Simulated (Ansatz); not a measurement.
**Au(111) with 4 thermally displaced layers, 2x2: scattering by thermal displacements**

Wanted: the phonon-limited resistivity of Au at 80 K by the Landauer route. The measured value for the pure metal at this temperature is 0.481 µΩ cm (CRC Handbook of Chemistry and Physics, 84th ed., 2003, Electrical Resistivity of Pure Metals).

Method: Ansatz plane-wave DFT, PBE, PAW files; ballistic transport by layer matching (Landauer), zero bias; PAW set soft_1, in Ansatz 0.2.0.

### Step 1. Starting point

The cell holds 40 atoms: 40 Au. Cell: a = 5.768 Å, b = 5.768 Å, c = 23.605 Å, α = 93.5°, β = 86.5°, γ = 120.0°. It derives from Au. Regions: lead, 24 atoms (24 Au); scattering region, 16 atoms (16 Au). The structure is stacked along c, and the current runs across the ab planes.

### Step 2. With 4 displaced layers

Each atom of 4 layers is moved at random, by amounts drawn from a normal law 0.0492 Å wide in each direction from the Debye model (165 K) at 80 K. The layers about the cell's end stay perfect and serve as the lead. Disorder leaves little or no symmetry, which makes such runs dear. Energies from -0.05 to 0.05 eV in steps of 0.05 eV are too few for the program's thermal sum, so it prints no conductance; for a metal the transmission near the Fermi level serves, at a fraction of the cost.

input.yaml reads:

```yaml
crystal:
  lattice:
    - [5.7675164607, 0.0, 0.0]
    - [-2.8837582304, 4.9948157718, 0.0]
    - [1.4418791152, -0.8324692953, 23.5457873532]
  atoms:
    - { symbol: Au, position: [0.9916666667, 0.0083333333, 0.05] }
    - { symbol: Au, position: [0.9916666667, 0.5083333333, 0.05] }
    - { symbol: Au, position: [0.4916666667, 0.0083333333, 0.05] }
    - { symbol: Au, position: [0.4916666667, 0.5083333333, 0.05] }
    - { symbol: Au, position: [0.1416666667, 0.3583333333, 0.15] }
    - { symbol: Au, position: [0.1416666667, 0.8583333333, 0.15] }
    - { symbol: Au, position: [0.6416666667, 0.3583333333, 0.15] }
    - { symbol: Au, position: [0.6416666667, 0.8583333333, 0.15] }
    - { symbol: Au, position: [0.2916666667, 0.2083333333, 0.25] }
    - { symbol: Au, position: [0.2916666667, 0.7083333333, 0.25] }
    - { symbol: Au, position: [0.7916666667, 0.2083333333, 0.25] }
    - { symbol: Au, position: [0.7916666667, 0.7083333333, 0.25] }
    - { symbol: Au, position: [0.9464993063, 0.0688892814, 0.3515485487] }
    - { symbol: Au, position: [0.95622517, 0.573848417, 0.3474826124] }
    - { symbol: Au, position: [0.4298594057, 0.0452957012, 0.3497749965] }
    - { symbol: Au, position: [0.4499003659, 0.558289865, 0.3510354725] }
    - { symbol: Au, position: [0.0764171296, 0.4094653408, 0.4481061654] }
    - { symbol: Au, position: [0.1108360927, 0.9173935528, 0.4519823852] }
    - { symbol: Au, position: [0.5939608974, 0.4145950905, 0.4513737741] }
    - { symbol: Au, position: [0.5863226571, 0.9033974389, 0.4497603371] }
    - { symbol: Au, position: [0.233678675, 0.2523842491, 0.5494082694] }
    - { symbol: Au, position: [0.2397842264, 0.765321309, 0.5466671306] }
    - { symbol: Au, position: [0.7457984787, 0.2519854822, 0.5488599949] }
    - { symbol: Au, position: [0.7295271681, 0.7568272736, 0.5494828453] }
    - { symbol: Au, position: [0.890639027, 0.1031116815, 0.6501957771] }
    - { symbol: Au, position: [0.9093919318, 0.61215972, 0.6488020485] }
    - { symbol: Au, position: [0.3989511554, 0.1072721448, 0.6512400996] }
    - { symbol: Au, position: [0.395637275, 0.603812035, 0.645969268] }
    - { symbol: Au, position: [0.0416666667, 0.4583333333, 0.75] }
    - { symbol: Au, position: [0.0416666667, 0.9583333333, 0.75] }
    - { symbol: Au, position: [0.5416666667, 0.4583333333, 0.75] }
    - { symbol: Au, position: [0.5416666667, 0.9583333333, 0.75] }
    - { symbol: Au, position: [0.1916666667, 0.3083333333, 0.85] }
    - { symbol: Au, position: [0.1916666667, 0.8083333333, 0.85] }
    - { symbol: Au, position: [0.6916666667, 0.3083333333, 0.85] }
    - { symbol: Au, position: [0.6916666667, 0.8083333333, 0.85] }
    - { symbol: Au, position: [0.8416666667, 0.1583333333, 0.95] }
    - { symbol: Au, position: [0.8416666667, 0.6583333333, 0.95] }
    - { symbol: Au, position: [0.3416666667, 0.1583333333, 0.95] }
    - { symbol: Au, position: [0.3416666667, 0.6583333333, 0.95] }
kpoints:
  mp_grid: { grid: [5, 5, 1] }
hamiltonian:
  xc: pbe
  pseudopotentials: { kind: paw, azcp: { folder: soft_1 } }
scf:
  occupations: { method: fermi_dirac, width: 0.1 }
output:
  transmission:
    leads: [[0, 4]]
    kmesh: [10, 10]
    e_range: [-0.05, 0.05]
    de: 0.05
  write_potential: true
  write_density: true
  volumetric_format: npy
  elf: true
```

Run with:

```sh
ansatz run input.yaml --threads 4 --pin off --max-ram 15360MiB --backend cpu --events-out ev --progress --plain --runs-dir out
```

Planned after this: with 8 displaced layers; with 12 displaced layers; resistance against length.

Q: Predict the resistivity from the slope.

The slope gives 1.9 µΩ cm. The points scatter by 0.0041 fΩ m² about the line, with one random draw a length in a 2x2 cell, so the slope is a rough value. The mean square of the displacements drawn is 0.78, 0.91 and 1.0 of the nominal one at the three lengths; with each resistance scaled back by that, the slope is 1.7 µΩ cm, the value used below. Read with a model of isotropic scattering on a spherical Fermi surface and the lead's 0.86×10¹⁵ S/m², this slope means a mean free path near 647 Å; over these lengths the model's slope is 1.25 times its bulk resistivity, which would be 1.3 µΩ cm.

- resistivity from the slope: 1.90 µΩ cm

Uncorrelated displacements put too much weight on short waves, which scatter strongly; with the sideways repeat of a small cell, one draw and three short lengths, the method is good to a factor of two or three. The measured value is 0.481 µΩ cm (CRC Handbook of Chemistry and Physics, 84th ed., 2003, Electrical Resistivity of Pure Metals); the scaled slope is 3.5 times that and the corrected value 2.8: clearly high. Spin-orbit coupling is left out, which matters for Au.

[Logs are printed without paths, hosts, clocks, repeated set-up lines and the standing remarks that a program may print on its own settings, such as how far it seeks lower states.]

[Hosts, paths, dates, database ids (printed as entryN), source tags and the programs' standing remarks are cut or masked in the printed files.]
